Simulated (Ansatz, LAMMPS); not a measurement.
# Structural relaxation of amorphous 12SiO2-88GeO2 (mol %) (96 atoms)

Aim: bring amorphous 12SiO2-88GeO2 (mol %) (96 atoms) to a nearby minimum of the energy and see what moves.

Main program and level: Ansatz 0.2.0; Kohn-Sham DFT, PBE, PAW (set soft_2), plane waves.

Report form: the programs' logs are mostly left out.

### 1. The starting structure

The cell holds 96 atoms: 4 Si, 28 Ge and 64 O. Cell: a = 11.483 Å, b = 11.483 Å, c = 11.483 Å, α = 90.0°, β = 90.0°, γ = 90.0°. 96 atoms (4 Si, 28 Ge, 64 O) placed at random at 3.48 g/cm³, melted at 5000 K for 10 ps at fixed volume with the Morse and Coulomb pair potential with partial charges (Pedone, Malavasi, Menziani, Cormack and Segre, J. Phys. Chem. B 110, 11780 (2006)). Quenched from 5000 K to 300 K at 50 K/ps and fixed volume, held 5 ps, then minimised at fixed cell.

What the set-up can't give: The quench rate of 50 K/ps is many orders above laboratory rates, so the cell is likely richer in defects and strain than a real sample. The network of bonds at the start is that of the classical potential that made the cell. Sampling is at Γ alone, for a cell whose shortest periodic width is 11 Å.

### 2. The classical run that made the cell

A classical potential supplies the starting structure, since it reaches far longer times than DFT.

This step: classical MD, Morse and Coulomb pair potential with partial charges (Pedone, Malavasi, Menziani, Cormack and Segre, J. Phys. Chem. B 110, 11780 (2006)) (LAMMPS 22 Jul 2025 - Update 4).

in.lmp reads:

```
# melt-quench of Si4Ge28O64
units metal
atom_style charge
boundary p p p
region box block 0 11.4831 0 11.4831 0 11.4831
create_box 3 box
mass 1 28.0850   # Si
mass 2 72.6300   # Ge
mass 3 15.9990   # O
create_atoms 1 random 4 39565 NULL overlap 1.5 maxtry 2000
create_atoms 2 random 28 39572 NULL overlap 1.5 maxtry 2000
create_atoms 3 random 64 39579 NULL overlap 1.5 maxtry 2000
pair_style hybrid/overlay pedone 5.5 coul/long 8.0
pair_coeff * * coul/long
pair_coeff 1 3 pedone 0.340554 2.006700 2.100000 1   # Si-O
pair_coeff 2 3 pedone 0.158118 2.294230 2.261313 5   # Ge-O
pair_coeff 3 3 pedone 0.042395 1.379316 3.618701 22   # O-O
set type 1 charge 2.4
set type 2 charge 2.4
set type 3 charge -1.2
kspace_style pppm 1.0e-4
neigh_modify delay 0 every 1 check yes
thermo_style custom step time temp pe press density
thermo_modify norm yes
timestep 0.002
thermo 100
min_style cg
minimize 1e-4 1e-4 200 2000
reset_timestep 0
velocity all create 5000 39566 mom yes dist gaussian
fix lim all nve/limit 0.05
fix lan all langevin 5000 5000 0.2 39567 zero yes
thermo 500
run 1000 post no
# [... 10 lines left out ...]
thermo 1250
fix md all nvt temp 300 300 0.2
run 2500 post no
unfix md
thermo 100
min_style cg
minimize 0 1e-3 2000 20000
write_dump all custom glass.dump id type xs ys zs modify sort id
```

Run with:

```bash
> lmp -in in.lmp -log none -nocite
```

It took 23 s on 1 thread of Arm Neoverse V1, shared host; peak memory 0.072 GiB.

### 3. Single point at the start

A single point comes first, to see the forces before anything moves.

input.yaml reads:

```yaml
crystal:
  lattice:
    - [11.4831, 0.0, 0.0]
    - [0.0, 11.4831, 0.0]
    - [0.0, 0.0, 11.4831]
  atoms:
    - { symbol: Si, position: [0.71732, 0.09826, 0.0013] }
    - { symbol: Si, position: [0.75201, 0.35812, 0.65806] }
    - { symbol: Si, position: [0.44245, 0.01026, 0.45122] }
    - { symbol: Si, position: [0.91564, 0.73832, 0.97675] }
    - { symbol: Ge, position: [0.1047, 0.59626, 0.83908] }
    - { symbol: Ge, position: [0.17038, 0.0536, 0.35121] }
    - { symbol: Ge, position: [0.25448, 0.12977, 0.71948] }
    - { symbol: Ge, position: [0.14607, 0.90362, 0.83876] }
    - { symbol: Ge, position: [0.47233, 0.05122, 0.87597] }
    - { symbol: Ge, position: [0.2795, 0.91417, 0.10491] }
    - { symbol: Ge, position: [0.55157, 0.98523, 0.18465] }
    - { symbol: Ge, position: [0.64249, 0.49448, 0.27108] }
    - { symbol: Ge, position: [0.73689, 0.2224, 0.23644] }
    - { symbol: Ge, position: [0.03883, 0.23147, 0.16654] }
    - { symbol: Ge, position: [0.36897, 0.40837, 0.27895] }
    - { symbol: Ge, position: [0.36181, 0.57568, 0.69942] }
    - { symbol: Ge, position: [0.93356, 0.5102, 0.09513] }
    - { symbol: Ge, position: [0.4389, 0.30831, 0.0183] }
    - { symbol: Ge, position: [0.99694, 0.49681, 0.58733] }
    - { symbol: Ge, position: [0.65544, 0.72807, 0.09182] }
    - { symbol: Ge, position: [0.2596, 0.35614, 0.54766] }
    - { symbol: Ge, position: [0.97678, 0.66879, 0.34147] }
    - { symbol: Ge, position: [0.67956, 0.58324, 0.52985] }
    - { symbol: Ge, position: [0.42452, 0.73256, 0.47988] }
    - { symbol: Ge, position: [0.26016, 0.67065, 0.24417] }
    - { symbol: Ge, position: [0.81403, 0.77556, 0.70626] }
    - { symbol: Ge, position: [0.68948, 0.12405, 0.50593] }
    - { symbol: Ge, position: [0.72017, 0.3709, 0.94615] }
    - { symbol: Ge, position: [0.54385, 0.77444, 0.82473] }
    - { symbol: Ge, position: [0.92104, 0.92535, 0.47699] }
    - { symbol: Ge, position: [0.18533, 0.32795, 0.92783] }
    - { symbol: Ge, position: [0.96668, 0.99045, 0.00655] }
    - { symbol: O, position: [0.47634, 0.65715, 0.75853] }
    - { symbol: O, position: [0.68875, 0.1916, 0.37182] }
    - { symbol: O, position: [0.87884, 0.40585, 0.6146] }
    - { symbol: O, position: [0.02015, 0.57618, 0.71364] }
    - { symbol: O, position: [0.88045, 0.20153, 0.22205] }
    - { symbol: O, position: [0.11777, 0.75636, 0.84484] }
    - { symbol: O, position: [0.18854, 0.21823, 0.82424] }
    - { symbol: O, position: [0.02056, 0.09801, 0.08614] }
    - { symbol: O, position: [0.97827, 0.58248, 0.46512] }
    - { symbol: O, position: [0.62758, 0.86038, 0.15861] }
    - { symbol: O, position: [0.3525, 0.43788, 0.63724] }
    - { symbol: O, position: [0.91828, 0.80312, 0.38348] }
    - { symbol: O, position: [0.01909, 0.98097, 0.86782] }
    - { symbol: O, position: [0.79711, 0.72345, 0.04693] }
    - { symbol: O, position: [0.50698, 0.00139, 0.32325] }
    - { symbol: O, position: [0.1558, 0.27022, 0.06123] }
    - { symbol: O, position: [0.81236, 0.46636, 0.01375] }
    - { symbol: O, position: [0.2244, 0.93729, 0.96728] }
    - { symbol: O, position: [0.98124, 0.84479, 0.0384] }
    - { symbol: O, position: [0.42381, 0.96316, 0.10877] }
    - { symbol: O, position: [0.69466, 0.36406, 0.21546] }
    - { symbol: O, position: [0.43427, 0.87951, 0.50066] }
    - { symbol: O, position: [0.11865, 0.18192, 0.29048] }
    - { symbol: O, position: [0.24785, 0.21713, 0.60039] }
    - { symbol: O, position: [0.99142, 0.38332, 0.1456] }
    - { symbol: O, position: [0.66191, 0.45262, 0.6022] }
    - { symbol: O, position: [0.7561, 0.22927, 0.99189] }
    - { symbol: O, position: [0.33675, 0.66129, 0.5768] }
    - { symbol: O, position: [0.36406, 0.71444, 0.34477] }
    - { symbol: O, position: [0.20516, 0.9873, 0.72953] }
    - { symbol: O, position: [0.30715, 0.36368, 0.40642] }
    - { symbol: O, position: [0.5591, 0.66881, 0.50213] }
    - { symbol: O, position: [0.87569, 0.75423, 0.84263] }
    - { symbol: O, position: [0.7979, 0.01832, 0.48048] }
    - { symbol: O, position: [0.5735, 0.36637, 0.9816] }
    - { symbol: O, position: [0.27834, 0.76576, 0.13069] }
    - { symbol: O, position: [0.46607, 0.90198, 0.84885] }
    - { symbol: O, position: [0.99066, 0.6176, 0.99236] }
    - { symbol: O, position: [0.24907, 0.58357, 0.79382] }
    - { symbol: O, position: [0.12463, 0.42046, 0.56377] }
    - { symbol: O, position: [0.77501, 0.65905, 0.61676] }
    - { symbol: O, position: [0.54496, 0.07861, 0.52236] }
    - { symbol: O, position: [0.92171, 0.5961, 0.2198] }
    - { symbol: O, position: [0.43813, 0.1638, 0.97676] }
    - { symbol: O, position: [0.50381, 0.4645, 0.31792] }
    - { symbol: O, position: [0.39765, 0.1103, 0.76182] }
    [... 12 atom lines left out ...]
    - { symbol: O, position: [0.41208, 0.31966, 0.16531] }
    - { symbol: O, position: [0.05283, 0.99258, 0.43238] }
    - { symbol: O, position: [0.58069, 0.73046, 0.96304] }
    - { symbol: O, position: [0.30887, 0.0519, 0.42231] }
    - { symbol: O, position: [0.21049, 0.97046, 0.22717] }
    - { symbol: O, position: [0.74057, 0.36657, 0.79776] }
kpoints:
  mp_grid: { grid: [1, 1, 1] }
hamiltonian:
  xc: pbe
scf:
  occupations: { method: fermi_dirac, width: 0.025 }
output:
  forces: true
```

Run with:

```bash
> ansatz run input.yaml --threads 4 --pin off --max-ram 8192MiB --backend cpu --events-out ev --progress --plain --runs-dir out
```

It took 20 s on 4 threads of Arm Neoverse V1, shared host; peak memory 2.2 GiB.

The run gave:

| Quantity | Value |
| --- | --- |
| free energy | -159107.4223 eV |
| free energy per atom | -1657.3690 eV/atom |
| SCF cycles | 9 |
| r.m.s. force component | 0.7883 eV/Å |
| longest force | 2.653 eV/Å |
| Fermi energy | 3.954 eV |

The r.m.s. force component of 0.79 eV/Å sets the starting point.

Neighbours are counted within 2.12 Å (O-Ge), 2.16 Å (O-Si).

Length of the force by element and coordination:

| element | coordination | atoms | mean length of the force (eV/Å) | spread | least | most |
| --- | --- | --- | --- | --- | --- | --- |
| Ge | all | 28 | 1.15 | 0.504 | 0.377 | 2.65 |
| Ge | 4 | 27 | 1.13 | 0.492 | 0.377 | 2.65 |
| Ge | 5 | 1 | 1.90 | 0 | 1.90 | 1.90 |
| O | all | 64 | 1.29 | 0.465 | 0.324 | 2.38 |
| O | 2 | 63 | 1.30 | 0.461 | 0.324 | 2.38 |
| O | 3 | 1 | 0.632 | 0 | 0.632 | 0.632 |
| Si | all | 4 | 1.92 | 0.227 | 1.64 | 2.21 |

### 4. Cell and atoms relaxed

Cell and atoms are freed together, to release stress as well as forces.

input.yaml, as its differences from that of step 3:

```diff
@@ -15 +15,5 @@
   forces: true
+relax:
+  f_tol: 0.04
+  max_steps: 250
+  cell: {}
```

It took 14 min on 4 threads; peak memory 2.2 GiB; 56 min of CPU time.

Relaxation path (22 of 38):

| step | energy less that of the first step (eV) | largest force component (eV/Å) | pressure (GPa) | volume (Å³) |
| --- | --- | --- | --- | --- |
| 1 | 0.0000 | 2.4919 | 4.38 | 1514.18 |
| 3 | -7.7679 | 0.6212 | -0.60 | 1481.63 |
| 5 | -8.9067 | 0.3009 | -0.67 | 1444.94 |
| 6 | -9.1749 | 0.3751 | 0.23 | 1433.08 |
| 8 | -9.6509 | 0.7468 | -0.09 | 1426.93 |
| 10 | -10.2435 | 0.4808 | 0.00 | 1434.67 |
| 12 | -10.2967 | 3.1230 | 0.00 | 1443.04 |
| 13 | -10.5560 | 0.8331 | -0.07 | 1445.05 |
| 15 | -10.9001 | 0.2913 | 0.00 | 1449.87 |
| 17 | -11.0418 | 0.2354 | -0.20 | 1451.96 |
| 19 | -11.1038 | 0.1189 | -0.02 | 1452.76 |
| 20 | -11.1250 | 0.1062 | -0.06 | 1454.86 |
| 22 | -11.2208 | 0.1766 | 0.00 | 1456.93 |
| 24 | -11.3415 | 0.3072 | 0.07 | 1459.05 |
| 26 | -11.3981 | 0.2273 | 0.02 | 1459.13 |
| 27 | -11.4435 | 0.1645 | 0.03 | 1457.93 |
| 29 | -11.4903 | 0.2231 | -0.20 | 1457.64 |
| 31 | -11.5191 | 0.0547 | -0.04 | 1458.19 |
| 33* | -11.4486 | 0.0136 | -0.14 | 1456.04 |
| 34 | -11.4736 | 0.0314 | 0.03 | 1451.20 |
| 36* | -11.4635 | 0.0165 | -0.02 | 1452.77 |
| 38* | -11.4645 | 0.0097 | 0.00 | 1452.19 |

Relaxation steps marked * repeat the geometry before them on a plane-wave basis chosen anew for their cell, so energy and pressure can jump there. Other such steps can lie between the rows shown. Relaxation steps 12, 25 were tried and not accepted.

| cell as run | before | after | change |
| --- | --- | --- | --- |
| a (Å) | 11.483 | 11.078 | -3.5 % |
| b (Å) | 11.483 | 11.291 | -1.7 % |
| c (Å) | 11.483 | 11.629 | +1.3 % |
| α (°) | 90.00 | 92.03 | +2.3 % |
| β (°) | 90.00 | 87.78 | -2.5 % |
| γ (°) | 90.00 | 91.55 | +1.7 % |
| volume (Å³/atom) | 15.77 | 15.13 | -4.1 % |

The atoms that moved most (Å, as changes of fractional coordinates times the final cell):

| atom | dx | dy | dz | length |
| --- | --- | --- | --- | --- |
| O84 | -0.026 | 0.156 | 1.742 | 1.749 |
| O40 | -0.111 | -1.164 | 0.720 | 1.373 |
| O70 | -0.083 | -0.040 | -1.306 | 1.309 |
| Ge13 | 0.850 | 0.839 | 0.385 | 1.255 |
| O36 | 0.041 | 0.807 | -0.876 | 1.191 |
| O57 | -0.378 | -0.084 | 1.106 | 1.172 |
| O34 | 0.555 | 0.881 | 0.337 | 1.094 |
| O46 | -0.335 | -0.743 | -0.688 | 1.067 |

The relaxation changed the energy by -119 meV/atom, and atoms moved by 0.63 Å r.m.s., 1.7 Å at most.

### 5. Distances and neighbours after relaxation

Bonds before and after, by the cutoffs listed below:

| pair | bonds before | bonds after | mean before (Å) | mean after (Å) | spread before (Å) | spread after (Å) |
| --- | --- | --- | --- | --- | --- | --- |
| O-Ge | 113 | 112 | 1.742 | 1.772 | 0.046 | 0.015 |
| O-Si | 16 | 16 | 1.622 | 1.639 | 0.056 | 0.014 |

Density 3.62 g/cm³, 15.13 Å³ an atom.

Pair distribution functions g(r), in bins of 0.2 Å:

| r (Å) | total | O-O | O-Ge | O-Si | Ge-Ge | Ge-Si | Si-Si |
| --- | --- | --- | --- | --- | --- | --- | --- |
| 1.60 | 0.75 | 0.00 | 0.00 | 13.45 | 0.00 | 0.00 | 0.00 |
| 1.80 | 4.47 | 0.00 | 11.49 | 0.00 | 0.00 | 0.00 | 0.00 |
| 2.00 | 0.00 | 0.00 | 0.00 | 0.00 | 0.00 | 0.00 | 0.00 |
| 2.20 | 0.00 | 0.00 | 0.00 | 0.00 | 0.00 | 0.00 | 0.00 |
| 2.40 | 0.00 | 0.00 | 0.00 | 0.00 | 0.00 | 0.00 | 0.00 |
| 2.60 | 0.45 | 0.97 | 0.05 | 0.00 | 0.00 | 0.00 | 0.00 |
| 2.80 | 1.78 | 3.94 | 0.04 | 0.00 | 0.00 | 0.62 | 0.00 |
| 3.00 | 1.52 | 2.69 | 0.39 | 0.00 | 1.29 | 2.28 | 0.00 |
| 3.20 | 0.91 | 0.73 | 0.28 | 0.65 | 3.74 | 5.06 | 0.00 |
| 3.40 | 0.81 | 0.61 | 0.80 | 1.17 | 1.79 | 0.47 | 0.00 |
| 3.60 | 0.73 | 0.55 | 1.13 | 0.85 | 0.00 | 0.00 | 0.00 |
| 3.80 | 1.00 | 0.65 | 1.58 | 0.94 | 0.30 | 0.73 | 0.00 |
| 4.00 | 0.95 | 0.66 | 1.31 | 1.39 | 0.72 | 0.33 | 0.00 |
| 4.20 | 1.04 | 0.67 | 1.38 | 2.15 | 0.91 | 0.58 | 0.00 |
| 4.40 | 1.23 | 0.68 | 1.73 | 2.22 | 1.21 | 1.06 | 0.00 |
| 4.60 | 1.08 | 0.85 | 1.38 | 0.54 | 1.38 | 0.50 | 0.00 |
| 4.80 | 0.89 | 0.99 | 0.83 | 0.10 | 1.03 | 1.34 | 3.23 |
| 5.00 | 1.11 | 1.58 | 0.59 | 0.64 | 1.41 | 0.83 | 5.65 |
| 5.20 | 0.93 | 1.20 | 0.57 | 1.01 | 0.97 | 1.51 | 0.00 |
| 5.40 | 1.02 | 1.35 | 0.67 | 1.00 | 0.91 | 1.23 | 0.00 |

Bonds by pair of elements; cutoffs follow the first minimum of g(r), held within bounds set by covalent radii, and pairs that aren't listed don't count as bonded:

| pair A-B | cutoff (Å) | bonds | mean length (Å) | spread (Å) | shortest (Å) | B about A | A about B |
| --- | --- | --- | --- | --- | --- | --- | --- |
| O-Ge | 2.17 | 112 | 1.77 | 0.015 | 1.73 | 1.75 | 4 |
| O-Si | 2.08 | 16 | 1.64 | 0.014 | 1.62 | 0.25 | 4 |

How many atoms have how many bonded neighbours:

| element | mean | 2 | 4 |
| --- | --- | --- | --- |
| Ge | 4 | 0 | 28 |
| O | 2 | 64 | 0 |
| Si | 4 | 0 | 4 |

Bond angles, per cent of each kind in bins of 5°:

| angle (°) | O-Ge-O | Ge-O-Ge | O-Si-O | Ge-O-Si |
| --- | --- | --- | --- | --- |
| 90–95 | 1.2 | 0.0 | 0.0 | 0.0 |
| 95–100 | 3.6 | 0.0 | 0.0 | 0.0 |
| 100–105 | 23.2 | 0.0 | 4.2 | 0.0 |
| 105–110 | 29.8 | 0.0 | 50.0 | 0.0 |
| 110–115 | 21.4 | 8.3 | 41.7 | 0.0 |
| 115–120 | 13.7 | 6.2 | 4.2 | 6.2 |
| 120–125 | 5.9 | 14.6 | 0.0 | 6.2 |
| 125–130 | 1.2 | 20.8 | 0.0 | 25.0 |
| 130–135 | 0.0 | 8.3 | 0.0 | 18.8 |
| 135–140 | 0.0 | 16.7 | 0.0 | 12.5 |
| 140–145 | 0.0 | 6.2 | 0.0 | 6.2 |
| 145–150 | 0.0 | 6.2 | 0.0 | 6.2 |
| 150–155 | 0.0 | 10.4 | 0.0 | 6.2 |
| 155–160 | 0.0 | 0.0 | 0.0 | 12.5 |
| 160–165 | 0.0 | 2.1 | 0.0 | 0.0 |

Bond angles (no mean is given where the spread exceeds 20°):

| angle | count | mean (°) | spread (°) |
| --- | --- | --- | --- |
| O-Ge-O | 168 | 109 | 6.6 |
| Ge-O-Ge | 48 | 132 | 12.1 |
| O-Si-O | 24 | 109 | 3.1 |
| Ge-O-Si | 16 | 136 | 11.5 |

Oxygen atoms by the number of network formers (Si, P, Ge, B, Al, As, Ga) bound to them:

| network formers bound to O | O atoms | per cent |
| --- | --- | --- |
| 0 | 0 | 0 |
| 1 | 0 | 0 |
| 2 | 64 | 100 |

Network units: each former by its oxygen neighbours and how many of them bridge to another former:

| former | O neighbours | bridging O | atoms |
| --- | --- | --- | --- |
| Si | 4 | 4 | 4 |
| Ge | 4 | 4 | 28 |

Rings of the network by King's shortest-path rule, up to 12 atoms, one path for each pair of neighbours; H, halogens, alkali and alkaline-earth atoms are left out, and the last column divides by all other atoms, bonded or not:

| ring size (atoms) | rings | per network atom |
| --- | --- | --- |
| 8 | 7 | 0.073 |
| 10 | 13 | 0.135 |
| 12 | 19 | 0.198 |

By these cutoffs all Ge atoms have 4, all O atoms have 2 and all Si atoms have 4 bonded neighbours. The O-Ge-O angle averages 109° with a spread of 7°. 100 % of the oxygens bridge two formers (Si and Ge) and 0 % are non-bridging. The commonest Ge unit has 4 oxygens, 4 of them shared with other formers (28 of 28 atoms). Rings of 12 atoms are the most common (49 % of those counted); sizes run from 8 to 12, where the search stops.

[end of part 1 of 2]

[Logs are printed without paths, hosts, clocks, repeated set-up lines and the standing remarks that a program may print on its own settings, such as how far it seeks lower states.]

[Hosts, paths, dates, database ids (printed as entryN), source tags and the programs' standing remarks are cut or masked in the printed files.]
